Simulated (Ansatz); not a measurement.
G0W0 rungs for WSe2 (P6_3/mmc).

The database entry behind the starting cell differs from later determinations by our own check (a about 0.2 % long), so it need not match the best structure at ambient conditions.

Symmetry: P6_3/mmc, No. 194, hexagonal system. Conventional cell: a = 3.290 Å, b = 3.290 Å, c = 12.970 Å, α = 90.00°, β = 90.00°, γ = 120.00°. Nearest to W lie 6 Se at 2.53 Å. Nearest to Se lie 3 W at 2.53 Å. Farther neighbours and most contacts between anions are not listed.

```yaml
crystal:
  lattice:
    - [3.29000, 0.00000, 0.00000]
    - [-1.64500, 2.84922, 0.00000]
    - [0.00000, 0.00000, 12.97000]
  atoms:
    - { symbol: W, position: [0.33333, 0.66667, 0.25000] }
    - { symbol: W, position: [0.66667, 0.33333, 0.75000] }
    - { symbol: Se, position: [0.33333, 0.66667, 0.62100] }
    - { symbol: Se, position: [0.66667, 0.33333, 0.12100] }
    - { symbol: Se, position: [0.33333, 0.66667, 0.87900] }
    - { symbol: Se, position: [0.66667, 0.33333, 0.37900] }
```

The cell and positions come from the Crystallography Open Database and are kept as given unless a step says otherwise. Spin-orbit coupling is left out unless a run names it.

Runs so far (Ansatz 0.2.0, start PBE, hard PAW files, 6×6×2 mesh). Times are wall times on 1 × NVIDIA H100 80GB HBM3 (shared by 3 runs) with 4 threads of AMD EPYC 7R13 (Zen 3), shared host, good to a factor of about two.

```
bands summed  cutoff (eV)  gap on the mesh (eV)     time
         378          110                 1.253     36 s
         783          190                 1.294     86 s
        1284          270                 1.311  4.1 min
```

Q: What should the next rung give, with 2105 bands and screening to 380 eV, and where is the limit?

The error falls about as one over the bands when the cutoff rises with them. A line through the two highest rungs given predicts 1.322 eV; the run gave 1.322 eV, close to it. The two highest rungs put the limit near 1.339 eV, the pair below near 1.338 eV; their difference is a rough measure of what is unsettled in bands and cutoff; the mesh is a separate error.

Gaps are over the mesh's points; an edge off the mesh would be missed. Limits: not at the basis limit; no spin-orbit coupling; coarse k mesh.

[Paths, hosts, dates, memory and timing lines, banners, echoed tables and standing remarks are left out of the program output.]

[Logs are printed without paths, hosts, clocks, repeated set-up lines and the standing remarks that a program may print on its own settings, such as how far it seeks lower states.]

[Runs of the session that timed out or met a known fault of the program may be left out.]

[Cells called generated may have been cut or substituted from an entry of the Crystallography Open Database or the Materials Project.]

[Hosts, paths, dates, database ids (printed as entryN), source tags and the programs' standing remarks are cut or masked in the printed files.]
